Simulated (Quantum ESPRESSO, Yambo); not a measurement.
# Quasiparticle gap of CdF2 (Fm-3m) in Yambo, part 2 of 3

Wanted: ground state, empty states, screening and self-energy for CdF2 (Fm-3m).

Quantum ESPRESSO 7.5 and Yambo 5.3.0; PBE and many-body steps on it, plane waves. Known limits of the many-body steps: not at the basis limit; d shell near the gap, gap tends to lie low; no spin-orbit coupling; coarse k mesh.

So far. Step 2 (Ground state): The gap is indirect, with the least direct gap 0.48 eV higher. Step 3 (Bands along the symmetry lines): The gap is 3.124 eV, −0.019 eV from the run before at this level.

## (4) Empty states on the mesh, 4×4×4 mesh, 119 bands

Level of this step: DFT, PBE, plane waves, norm-conserving pseudopotentials (Quantum ESPRESSO).

The sums over transitions need many empty states on a uniform mesh; this step solves for them.

pw.in reads:

```
&control
  calculation = 'nscf'
  prefix = 'x'
  outdir = 'o'
  pseudo_dir = 'pseudo'
/
&system
  ibrav = 0
  nat = 3
  ntyp = 2
  ecutwfc = 94.0
  nbnd = 119
  force_symmorphic = .true.
/
&electrons
  conv_thr = 1e-9
  electron_maxstep = 80
  diago_full_acc = .true.
  diago_thr_init = 5e-6
/
ATOMIC_SPECIES
  Cd 112.41 Cd.upf
  F 18.998 F.upf
CELL_PARAMETERS angstrom
  0.0000000000 2.6940000000 2.6940000000
  2.6940000000 0.0000000000 2.6940000000
  2.6940000000 2.6940000000 -0.0000000000
ATOMIC_POSITIONS crystal
  Cd 0.0000000000 0.0000000000 0.0000000000
  F 0.2500000000 0.2500000000 0.2500000000
  F 0.7500000000 0.7500000000 0.7500000000
K_POINTS automatic
  4 4 4 0 0 0
```

Started as:

```
OMP_NUM_THREADS=1 mpirun -n 4 pw.x -nk 4 -in pw.in > pw.out
```

The log of the run:

```text
[banner, memory and clock lines left out]
Program PWSCF v.7.5 starts

     Atomic positions and unit cell read from directory:
     o/x.save/

     Message from routine setup:
     using ibrav=0 with symmetry is DISCOURAGED, use correct ibrav instead

     G-vector sticks info

     bravais-lattice index     =            0
     lattice parameter (alat)  =       7.1997  a.u.
     unit-cell volume          =     263.8878 (a.u.)^3
     number of atoms/cell      =            3
     number of atomic types    =            2
     number of electrons       =        34.00
     number of Kohn-Sham states=          119
     kinetic-energy cutoff     =      94.0000  Ry
     charge density cutoff     =     376.0000  Ry
     Exchange-correlation= PBE
                           (   1   4   3   4   0   0   0)

     celldm(1)=   7.199651  celldm(2)=   0.000000  celldm(3)=   0.000000
     celldm(4)=   0.000000  celldm(5)=   0.000000  celldm(6)=   0.000000

     crystal axes: (cart. coord. in units of alat)
               a(1) = (   0.000000   0.707107   0.707107 )
               a(2) = (   0.707107   0.000000   0.707107 )
               a(3) = (   0.707107   0.707107  -0.000000 )

     reciprocal axes: (cart. coord. in units 2 pi/alat)
               b(1) = ( -0.707107  0.707107  0.707107 )
               b(2) = (  0.707107 -0.707107  0.707107 )
               b(3) = (  0.707107  0.707107 -0.707107 )
     Pseudo is Norm-conserving + core correction, Zval = 20.0
     Generated using ONCVPSP code by D. R. Hamann
     Using radial grid of 1368 points,  6 beta functions with:
     Pseudo is Norm-conserving + core correction, Zval =  7.0
     Generated using ONCVPSP code by D. R. Hamann
     Using radial grid of  832 points,  5 beta functions with:
     Cd               20.00   112.41000     Cd( 1.00)
     F                 7.00    18.99800     F ( 1.00)

     48 Sym. Ops., with inversion, found

   Cartesian axes

     site n.     atom                  positions (alat units)
         1        Cd     tau(   1) = (   0.0000000   0.0000000   0.0000000  )
         2        F      tau(   2) = (   0.3535534   0.3535534   0.3535534  )
         3        F      tau(   3) = (   1.0606602   1.0606602   1.0606602  )

     number of k points=     8
                       cart. coord. in units 2pi/alat
        k(    1) = (   0.0000000   0.0000000   0.0000000), wk =   0.0312500
        k(    2) = (   0.1767767   0.1767767  -0.1767767), wk =   0.2500000
        k(    3) = (  -0.3535534  -0.3535534   0.3535534), wk =   0.1250000
[...]
k(    7) = (  -0.7071068   0.0000000   0.0000000), wk =   0.0937500
        k(    8) = (  -0.7071068   0.3535534   0.0000000), wk =   0.1875000

     Dense  grid:    32647 G-vectors     FFT dimensions: (  45,  45,  45)

     The potential is recalculated from file :
     o/x.save/charge-density

     Starting wfcs are   18 randomized atomic wfcs +  101 random wfcs

     Band Structure Calculation

     End of band structure calculation

          k = 0.0000 0.0000 0.0000 (  4015 PWs)   bands (ev):

   -91.9103 -53.0066 -53.0066 -53.0066 -14.2018 -13.1009   0.9377   0.9377
     0.9377   2.1379   2.1379   5.5577   5.5577   5.5577   6.0345   6.0345
     6.0345   9.6539  19.2706  19.2706  19.2706  24.2210  26.4704  26.4704
[...]
[... 3 further rows ...]
[...]
106.2322 106.2322 106.2322 106.9131 106.9131 106.9132 107.3498

          k = 0.1768 0.1768-0.1768 (  4050 PWs)   bands (ev):

[...]
[... 3 further rows ...]
[...]
108.5208 109.5401 109.5401 110.1846 111.7723 111.7723 111.9552

          k =-0.3536-0.3536 0.3536 (  4092 PWs)   bands (ev):

[...]
77.7756  78.0206  79.5497  79.5497  79.7154  79.7154  80.7871  80.7871
     [... 3 further rows ...]
   103.1940 103.8257 103.8257 104.5413 104.6974 104.9175 104.9175 105.6207
   108.5433 108.5433 108.6838 108.6838 109.0130 109.7617 113.3887

          k = 0.3536 0.0000 0.0000 (  4064 PWs)   bands (ev):

     [... further k-points ...]

     highest occupied, lowest unoccupied level (ev):     6.5299    9.6539

     XML data file, pseudopotentials, collected wavefunctions
```

Run time: 10 s. Hardware: 4 MPI ranks of Intel Xeon Platinum 8259CL at 2.50GHz (Skylake/Cascade Lake), shared host; peak memory 0.4 GiB.

Numbers from this step:

```yaml
gap: 3.124 eV
k_of_the_valence_top: 0.25, -0.5, -0.25
k_of_the_conduction_bottom: 0, 0, 0
least_direct_gap: 3.619 eV
k_points_computed: 8
lowest_point_of_the_top_converged_band_above_the_valence_top: 100.8199 eV
```

On this mesh the gap is 3.124 eV.

## (5) Conversion and set-up

This step: Yambo 5.3.0; conversion and set-up on PBE, plane waves, norm-conserving pseudopotentials.

The states are converted to the many-body program's format and the q mesh is built.

Started as:

```
(cd o/x.save; p2y > p2y.log; mv SAVE ../..); yambo > setup.log
```

The log of the run:

```text
 Yambo, version 5.3.0

 [02] CORE Variables Setup
 =========================

  [02.01] Unit cells
  ==================

  Cell kind             :  FCC
  Atoms in the cell     :  Cd  F
  number of Cd atoms    :  1
  number of F  atoms    :  2

  List of atomic masses
  Mass of Cd    :  112.4100
  Mass of F     :  18.99800

  List of atomic coordinates    : [cc]
  Cd1       :  0.000000  0.000000  0.000000  order 1
  F1       :  2.545461  2.545461  2.545461  order 2
  F2       :  7.636383  7.636383  7.636383  order 3

  Alat factors          :  5.090922  5.090922  5.090922 [a.u.]
  Direct lattice volume :  263.8878 [a.u.]
  Direct lattice vectors:  A[ 1 ]  A[ 2 ]  A[ 3 ]
   A[ 1 ]:  0.000000  1.000000  1.000000  [iru]
   0.000000  5.090922  5.090922  [cc]
   A[ 2 ]:  1.000000  0.000000  1.000000  [iru]
   5.090922  0.000000  5.090922  [cc]
   A[ 3 ]:  1.000000  1.000000 -0.000000  [iru]
   5.090922  5.090922 -0.000000  [cc]

  Recip. lattice volume :  0.939984 [a.u.]
  Recip. lattice vectors:  B[ 1 ]  B[ 2 ]  B[ 3 ]
   B[ 1 ]: -0.500000  0.500000  0.500000  [iku]
  -0.617097  0.617097  0.617097  [cc]
   B[ 2 ]:  0.500000 -0.500000  0.500000  [iku]
   0.617097 -0.617097  0.617097  [cc]
   B[ 3 ]:  0.500000  0.500000 -0.500000  [iku]
   0.617097  0.617097 -0.617097  [cc]

  [02.02] Symmetries
  ==================

  Inversion symmetry    : yes
  Spatial inversion     : yes
  Inversion index       :  25
  K-space Time-reversal : no
  Magnetic symmetries   : no
  Group table correct   : yes
  Symmetries units      :  [cc]

   [S  1]:   1.0000     -0.75024E-17 -0.75024E-17 -0.75024E-17   1.0000      0.75024E-17  0.75024E-17  0.75024E-17   1.0000
   [S  2]:  -1.0000      0.75024E-17 -0.75024E-17  0.75024E-17  -1.0000      0.75024E-17 -0.75024E-17 -0.75024E-17   1.0000
   [S  3]:  -1.0000     -0.75024E-17  0.75024E-17  0.75024E-17   1.0000     -0.75024E-17 -0.75024E-17  0.75024E-17  -1.0000
[...]
[... 36 further rows ...]
   [S 47]: -0.75024E-17   1.0000      0.75024E-17  0.75024E-17 -0.75024E-17  -1.0000       1.0000      0.75024E-17 -0.75024E-17
   [S 48]: -0.75024E-17  -1.0000     -0.75024E-17  0.75024E-17  0.75024E-17   1.0000       1.0000     -0.75024E-17  0.75024E-17

  [02.03] Reciprocal space
  ========================

  nG shells         :   332
  nG charge         :   32647
  nG WFs            :   4935
  nC WFs            :   4092
  G-vecs. in first 33 shells:  [ Number ]
     1    9   15   27   51   59   65   89  113
    137   169   181   229   259   283   307   331   339
    387   411   459   531   537   561   609   645   701
    725   749   821   869   893   941
  ...
  Shell energy in first 33 shells:  [ mHa ]
    0.00000      571.213      761.617      1523.23      2094.45      2284.85      3046.47      3617.68      3808.09
    4569.70      5140.92      6092.94      6664.15      6854.56      7616.17      8187.39      8377.79      9139.41
[...]
BZ  K-points                                      :   64

  K/Q-points units:
  rlu = crystal or reduced units; cc = cartesian coordinates; iku = interal k-units

  K [1]          [rlu]:  0.000000  0.000000  0.000000
         WF components:   4015
  K [2]          [rlu]:  0.89314E-17 -0.49464E-17  0.25000
         WF components:   4050
  K [3]          [rlu]: -0.17863E-16  0.98927E-17 -0.50000
         WF components:   4092
  K [4]          [rlu]:  0.65886E-17  0.25000      0.25000
         WF components:   4064
  K [5]          [rlu]: -0.14839E-16  0.25000     -0.50000
         WF components:   4069
  [... 2 further k-points ...]
  K [8]          [rlu]:  0.250000 -0.500000 -0.250000
         WF components:   4056

  [02.05] Energies & Occupations
  ==============================

  [X] === General ===
  [X] Electronic Temperature                        :  0.000000  0.000000 [eV K]
  [X] Bosonic    Temperature                        :  0.000000  0.000000 [eV K]
  [X] Finite Temperature mode                       : no
  [X] El. density                                   :  0.86947E+24 [cm-3]
  [X] Fermi Level                                   :  6.529887 [eV]

  [X] === Gaps and Widths ===
  [X] Conduction Band Min                           :  3.123994 [eV]
  [X] Valence Band Max                              :  0.000000 [eV]
  [X] Filled Bands                                  :  17
  [X] Empty Bands                                   :   18  119
  [X] Direct Gap                                    :  3.619366 [eV]
  [X] Direct Gap localized at k                     :  1
  [X] Indirect Gap                                  :  3.123994 [eV]
  [X] Indirect Gap between kpts                     :   8   1
  [X] Last valence band width                       :  0.495373 [eV]
  [X] 1st conduction band width                     :  4.976967 [eV]

  E @ K [1]:  [eV]
  -98.44020 -59.53651 -59.53651 -59.53651 -20.73165 -19.63080  -5.59223  -5.59223
  -5.592235 -4.392008 -4.392008 -0.972220 -0.972220 -0.972220 -0.495373 -0.495373
   -0.49537   3.12399  12.74068  12.74068  12.74068  17.69108  19.94050  19.94050
[...]
occ @ K [1]
[...]
E @ K [2]:  [eV]
[...]
occ @ K [2]
[...]
E @ K [3]:  [eV]
[...]
occ @ K [3]
[...]
E @ K [4]:  [eV]
[...]
occ @ K [4]
[...]
E @ K [5]:  [eV]
[...]
occ @ K [5]
[...]
[... 2 further k-points ...]
  E @ K [8]:  [eV]
[...]
occ @ K [8]
[...]
0.000000  0.000000  0.000000  0.000000  0.000000  0.000000  0.000000  0.000000
   0.000000  0.000000  0.000000  0.000000  0.000000  0.000000  0.000000  0.000000

 [03] Transferred momenta grid and indexing
 ==========================================

 IBZ Q-points                                      :   8
 BZ  Q-points                                      :   64

 K/Q-points units:
 rlu = crystal or reduced units; cc = cartesian coordinates; iku = interal k-units

 Q [1]          [rlu]:  0.000000  0.000000  0.000000
 Q [2]          [rlu]:  0.14198E-16 -0.27435E-16  0.25000
 Q [3]          [rlu]: -0.28396E-16  0.54870E-16 -0.50000
[...]
Q [7]          [rlu]: -0.13177E-16 -0.50000     -0.50000
 Q [8]          [rlu]:  0.250000 -0.500000 -0.250000

  [03.01] X indexes
  =================

   [03.01.01] Sigma indexes
   ========================

 [06] Game Over & Game summary
```

Elapsed: 3.4 s, on 1 MPI rank; peak memory 0.25 GiB.

[end of part 2 of 3]

[Paths, hosts, dates, memory and timing lines, banners, echoed tables and standing remarks are left out of the program output.]

[Logs are printed without paths, hosts, clocks, repeated set-up lines and the standing remarks that a program may print on its own settings, such as how far it seeks lower states.]

[Runs of the session that timed out or met a known fault of the program may be left out.]

[Hosts, paths, dates, database ids (printed as entryN), source tags and the programs' standing remarks are cut or masked in the printed files.]
